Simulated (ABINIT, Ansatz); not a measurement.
# A GW chain in ABINIT: CaSnF4 (P4/mmm)

Aim: the G0W0 gap of CaSnF4 (P4/mmm) on LDA, step by step.

Method: LDA and many-body steps on it, plane waves, in ABINIT 10.8.3.

## Step 1: The starting structure

Symmetry: P4/mmm, No. 123, tetragonal system. The conventional cell has a = 4.005 Å, b = 4.005 Å, c = 5.780 Å, α = 90.00°, β = 90.00°, γ = 90.00°. Ca has 8 F at 2.42 Å nearest. Sn has 8 F at 2.52 Å nearest. F has 2 Ca at 2.42 Å and 2 Sn at 2.52 Å nearest. Farther neighbours, and contacts between anions beyond the nearest, are not listed.

Structure file:

```cif
data_structure
_symmetry_space_group_name_H-M 'P4/mmm'
_symmetry_Int_Tables_number 123
_cell_length_a 4.0045
_cell_length_b 4.0045
_cell_length_c 5.7805
_cell_angle_alpha 90.000
_cell_angle_beta 90.000
_cell_angle_gamma 90.000
_cell_volume 92.70
loop_
_atom_site_label
_atom_site_type_symbol
_atom_site_symmetry_multiplicity
_atom_site_Wyckoff_symbol
_atom_site_fract_x
_atom_site_fract_y
_atom_site_fract_z
_atom_site_occupancy
Ca1 Ca 1 b 0.00000 0.00000 0.50000 1
Sn1 Sn 1 c 0.50000 0.50000 0.00000 1
F1 F 4 i 0.50000 0.00000 0.26574 1
```

The cell and positions are those that the Materials Project relaxed with its own functionals (PBE, PBE+U or r2SCAN), kept fixed.

## Step 2: Ground state

This step: ABINIT 10.8.3; DFT, LDA, plane waves, norm-conserving pseudopotentials.

The ground-state density comes first.

run.abi reads:

```
acell 3*1.0 Angstrom
rprim 
  4.004548000000 0.000000000000 0.000000000000
  0.000000000000 4.004548000000 0.000000000000
  0.000000000000 0.000000000000 5.780467000000
ntypat 3
znucl 20 50 9
natom 6
typat 1 2 3 3 3 3
xred 
  0.000000000000 0.000000000000 0.500000000000
  0.500000000000 0.500000000000 0.000000000000
  0.500000000000 0.000000000000 0.265738000000
  0.500000000000 0.000000000000 0.734262000000
  0.000000000000 0.500000000000 0.734262000000
  0.000000000000 0.500000000000 0.265738000000
pp_dirpath "pseudos"
pseudos "Ca.upf, Sn.upf, F.upf"
ecut 38
ngkpt 6 6 4
nshiftk 1
shiftk 0 0 0
kptopt 1
chksymbreak 0
nband 37
occopt 1
tolvrs 1e-10
nstep 60
prtwf 0
optforces 0
optstress 0
indata_prefix "in"
outdata_prefix "out"
tmpdata_prefix "tmp"
```

Run with:

```console
OMP_NUM_THREADS=1 mpirun -n 4 abinit run.abi > log
```

The log of the run:

```text
.Version 10.8.3 of ABINIT. v10.8.2 released Aug 2026.

 Symmetries : space group P4/m m m (#123); Bravais tP (primitive tetrag.)
================================================================================
 Values of the parameters that define the memory need of the present run
     intxc =       0    ionmov =       0      iscf =       7    lmnmax =       6
     lnmax =       6     mgfft =      64  mpssoang =       3    mqgrid =    3032
     natom =       6  nloc_mem =       1    nspden =       1   nspinor =       1
    nsppol =       1      nsym =      16    n1xccc =    2501    ntypat =       3
    occopt =       1   xclevel =       1
-    mband =          37        mffmem =           1         mkmem =           8
       mpw =        7027          nfft =      129600          nkpt =          30
================================================================================
  Rough estimation (10% accuracy) of disk space for files :
================================================================================

--------------------------------------------------------------------------------
------------- Echo of variables that govern the present computation ------------
--------------------------------------------------------------------------------
 -outvars: echo values of preprocessed input variables --------
            acell      1.8897261259E+00  1.8897261259E+00  1.8897261259E+00 Bohr

      chksymbreak           0
             ecut      3.80000000E+01 Hartree
-          fftalg         312

              ixc       -1012
              kpt      0.00000000E+00  0.00000000E+00  0.00000000E+00
                       1.66666667E-01  0.00000000E+00  0.00000000E+00
                       3.33333333E-01  0.00000000E+00  0.00000000E+00
                       5.00000000E-01  0.00000000E+00  0.00000000E+00
                       1.66666667E-01  1.66666667E-01  0.00000000E+00
                       3.33333333E-01  1.66666667E-01  0.00000000E+00
                       5.00000000E-01  1.66666667E-01  0.00000000E+00
                       3.33333333E-01  3.33333333E-01  0.00000000E+00
                       5.00000000E-01  3.33333333E-01  0.00000000E+00
   [... 19 further rows ...]
                       5.00000000E-01  3.33333333E-01  5.00000000E-01
                       5.00000000E-01  5.00000000E-01  5.00000000E-01
         kptrlatt        6    0    0      0    6    0      0    0    4
          kptrlen      4.36939980E+01
P           mkmem           8
            natom           6
            nband          37
            ngfft          45      45      64
             nkpt          30
            nstep          60
             nsym          16
           ntypat           3
              occ      2.000000  2.000000  2.000000  2.000000  2.000000  2.000000
                       2.000000  2.000000  2.000000  2.000000  2.000000  2.000000
                       2.000000  2.000000  2.000000  2.000000  2.000000  2.000000
                       2.000000  2.000000  2.000000  2.000000  2.000000  2.000000
                       2.000000  2.000000  2.000000  2.000000  2.000000  2.000000
                       0.000000  0.000000  0.000000  0.000000  0.000000  0.000000
                       0.000000
        optforces           0
        optstress           0
            prtwf           0
            rprim      4.0045480000E+00  0.0000000000E+00  0.0000000000E+00
[...]
spgroup         123

           tolvrs      1.00000000E-10

             xred      0.0000000000E+00  0.0000000000E+00  5.0000000000E-01
[...]
znucl       20.00000   50.00000    9.00000

================================================================================

 chkinp: Checking input parameters for consistency.

================================================================================
== DATASET  1 ==================================================================
-   mpi_nproc: 4, omp_nthreads: 1 (-1 if OMP is not activated)

--- !DatasetInfo
iteration_state: {dtset: 1, }
dimensions: {natom: 6, nkpt: 30, mband: 37, nsppol: 1, nspinor: 1, nspden: 1, mpw: 7027, }
cutoff_energies: {ecut:  38.0, pawecutdg:  -1.0, }
electrons: {nelect:   6.00000000E+01, charge:   0.00000000E+00, occopt:   1.00000000E+00, tsmear:   1.00000000E-02, }

 Real(R)+Recip(G) space primitive vectors, cartesian coordinates (Bohr,Bohr^-1):
 R(1)=  7.5674990  0.0000000  0.0000000  G(1)=  0.1321441  0.0000000  0.0000000
 R(2)=  0.0000000  7.5674990  0.0000000  G(2)=  0.0000000  0.1321441  0.0000000
 R(3)=  0.0000000  0.0000000 10.9234995  G(3)=  0.0000000  0.0000000  0.0915458
 Unit cell volume ucvol=  6.2555649E+02 bohr^3
 Angles (23,13,12)=  9.00000000E+01  9.00000000E+01  9.00000000E+01 degrees

 getcut: wavevector=  0.0000  0.0000  0.0000  ngfft=  45  45  64
         ecut(hartree)=     38.000   => boxcut(ratio)=   2.09529

--- Pseudopotential description ------------------------------------------------
- Ca Generated using ONCVPSP code by D. R. Hamann
- 20.00000  10.00000  180309                  znucl, zion, pspdat
12 -1012 2 -1 1724                            pspcod,pspxc,lmax,lloc,mmax
     nproj     2     2     2
  pspatm : epsatm=   12.51424511
         --- l  ekb(1:nproj) -->
[...]
pspatm: atomic psp has been read  and splines computed

- Sn Generated using ONCVPSP code by D. R. Hamann
- 50.00000  22.00000  180309                  znucl, zion, pspdat
12 -1012 2 -1 1608                            pspcod,pspxc,lmax,lloc,mmax
     nproj     2     2     2
  pspatm : epsatm=   27.51067946
         --- l  ekb(1:nproj) -->
[...]
pspatm: atomic psp has been read  and splines computed

- F Generated using ONCVPSP code by D. R. Hamann
-  9.00000   7.00000  201202                  znucl, zion, pspdat
12 -1012 2 -1 824                             pspcod,pspxc,lmax,lloc,mmax
     nproj     2     2     1
  pspatm : epsatm=    4.94580260
         --- l  ekb(1:nproj) -->
[...]
2   -2.364936
 pspatm: atomic psp has been read  and splines computed

   3.58848810E+03                                ecore*ucvol(ha*bohr**3)
--------------------------------------------------------------------------------

_setup2: Arith. and geom. avg. npw (full set) are    6999.729    6999.709

================================================================================

--- !BeginCycle
iteration_state: {dtset: 1, }
solver: {iscf: 7, nstep: 60, nline: 4, wfoptalg: 0, }
tolerances: {tolvrs: 1.00E-10, }

     iter   Etot(hartree)      deltaE(h)  residm     vres2
 ETOT  1  -358.17352375999    -3.582E+02 2.171E-01 1.151E+03
 ETOT  2  -358.55089211826    -3.774E-01 2.323E-02 6.097E+02
 ETOT  3  -358.78713107480    -2.362E-01 7.419E-03 8.229E+01
 ETOT  4  -358.79869843925    -1.157E-02 4.059E-03 4.227E+00
 ETOT  5  -358.79974038931    -1.042E-03 4.090E-03 6.404E-01
 ETOT  6  -358.79976993933    -2.955E-05 1.690E-03 1.244E-01
 ETOT  7  -358.79978906435    -1.913E-05 3.449E-03 7.534E-03
 ETOT  8  -358.79978987455    -8.102E-07 1.459E-03 3.943E-04
 ETOT  9  -358.79978991613    -4.158E-08 2.871E-03 2.708E-05
 ETOT 10  -358.79978992160    -5.476E-09 9.697E-04 2.862E-08
 ETOT 11  -358.79978992162    -1.995E-11 1.261E-03 1.542E-09
 ETOT 12  -358.79978992162     3.752E-12 4.676E-04 1.226E-10
 ETOT 13  -358.79978992162     3.126E-12 5.300E-04 2.467E-11

 At SCF step   13       vres2   =  2.47E-11 < tolvrs=  1.00E-10 =>converged.

--- !ResultsGS
iteration_state: {dtset: 1, }
comment   : Summary of ground state results
lattice_vectors:
- [  7.5674990,   0.0000000,   0.0000000, ]
- [  0.0000000,   7.5674990,   0.0000000, ]
- [  0.0000000,   0.0000000,  10.9234995, ]
lattice_lengths: [   7.56750,    7.56750,   10.92350, ]
lattice_angles: [ 90.000,  90.000,  90.000, ] # degrees, (23, 13, 12)
lattice_volume:   6.2555649E+02
convergence: {deltae:  3.126E-12, res2:  2.467E-11, residm:  5.300E-04, diffor:  0.000E+00, }
etotal    :  -3.58799790E+02
entropy   :   0.00000000E+00
fermie    :   1.07503608E-01
cartesian_stress_tensor: null
pressure_GPa: null
xred      :
- [  0.0000E+00,   0.0000E+00,   5.0000E-01, Ca]
- [  5.0000E-01,   5.0000E-01,   0.0000E+00, Sn]
- [  5.0000E-01,   0.0000E+00,   2.6574E-01,  F]
- [  5.0000E-01,   0.0000E+00,   7.3426E-01,  F]
- [  0.0000E+00,   5.0000E-01,   7.3426E-01,  F]
- [  0.0000E+00,   5.0000E-01,   2.6574E-01,  F]
cartesian_forces: null
force_length_stats: {min: null, max: null, mean: null, }

 Integrated electronic density in atomic spheres:
 ------------------------------------------------
 Atom  Sphere_radius  Integrated_density
[...]
================================================================================

 ----iterations are completed or convergence reached----

 Mean square residual over all n,k,spin=   20.777E-07; max=  53.002E-05
 reduced coordinates (array xred) for    6 atoms
[...]
0.500000      0.500000      0.000000
       0.500000      0.000000      0.265738
       0.500000      0.000000      0.734262
       0.000000      0.500000      0.734262
       0.000000      0.500000      0.265738
 rms dE/dt=  0.0000E+00; max dE/dt=  0.0000E+00; dE/dt below (all hartree)
    1       0.000000      0.000000      0.000000
    2       0.000000      0.000000      0.000000
    3       0.000000      0.000000      0.000000
    4       0.000000      0.000000      0.000000
    5       0.000000      0.000000      0.000000
    6       0.000000      0.000000      0.000000

 cartesian coordinates (angstrom) at end:
    1      0.000000     0.000000     2.890233
    2      2.002274     2.002274     0.000000
    3      2.002274     0.000000     1.536090
    4      2.002274     0.000000     4.244377
    5      0.000000     2.002274     4.244377
    6      0.000000     2.002274     1.536090
 length scales=  1.889726  1.889726  1.889726 bohr
              =  1.000000  1.000000  1.000000 angstroms
 prteigrs : about to open file out_EIG
 Fermi (or HOMO) energy (hartree) =   0.10750   Average Vxc (hartree)=  -0.37730
 Eigenvalues (hartree) for nkpt=  30  k points:
 kpt#   1, nband= 37, wtk=  0.00694, kpt=  0.0000  0.0000  0.0000 (reduced coord)
  -4.57933   -2.95880   -2.95880   -2.95837   -1.28701   -0.68662   -0.68566   -0.67173
  -0.65831   -0.61854   -0.61839   -0.61826   -0.61826   -0.61354   -0.59741   -0.59741
  -0.58418   -0.12433   -0.04700   -0.04700   -0.03632   -0.03632   -0.03479    0.00487
   0.01334    0.01334    0.01720    0.01720    0.02189    0.04242    0.27303    0.32407
   0.33029    0.33029    0.36563    0.37039    0.39345
 prteigrs : prtvol=0 or 1, do not print more k-points.

--- !EnergyTerms
iteration_state     : {dtset: 1, }
comment             : Components of total free energy in Hartree
kinetic             :  1.543116E+02
hartree             :  1.167829E+02
xc                  : -5.563918E+01
Ewald energy        : -2.033549E+02
psp_core            :  5.736473E+00
local_psp           : -3.625501E+02
non_local_psp       : -1.408658E+01
total_energy        : -3.587998E+02
total_energy_eV     : -9.763440E+03
band_energy         : -4.501953E+01

== END DATASET(S) ==============================================================
================================================================================

 -outvars: echo values of variables after computation  --------
           etotal     -3.5879978992E+02
            nband          37
             nkpt          30
          spgroup         123
 [... the other variables as echoed above ...]

 Calculation completed.
```

The job ended after 2.1 min (4 MPI ranks of Intel Xeon Platinum 8488C (Sapphire Rapids), shared host; peak memory 0.5 GiB).

Read from the output:

| Item | Value |
| --- | --- |
| total energy | -9763.4397 eV |
| gap | 3.394 eV |
| k of the valence top | 0.5, 0, 0.5 |
| k of the conduction bottom | 0, 0, 0.5 |
| least direct gap | 3.849 eV |

The gap is indirect, with the least direct gap 0.46 eV higher.

[end of part 1 of 3]

[Long decimals in the printed logs are rounded to 6 places.]

[Logs are printed without paths, hosts, clocks, repeated set-up lines and the standing remarks that a program may print on its own settings, such as how far it seeks lower states.]

[Paths, hosts, dates, memory and timing lines, banners, echoed tables and standing remarks are left out of the program output; an Ansatz launch command may be rebuilt from the run's recorded settings. Measured values are a selection of at most five: reports struck by readers or far from the other reports are left out. None is set beside runs whose start may be inverted or whose files or cutoffs have a known fault.]

[Runs of the session that timed out or met a known fault of the program may be left out.]

[Hosts, paths, dates, database ids (printed as entryN), source tags and the programs' standing remarks are cut or masked in the printed files.]

[G0W0 gaps are taken among the corrected bands and points alone; a level outside them can change the order at an edge.]

[Where Ansatz stands beside ABINIT at settings called matched, ABINIT's density can come from a denser mesh and the files from another edition; pairs whose starting gaps differed by over 0.03 eV were left out, so agreement reads better than it is.]
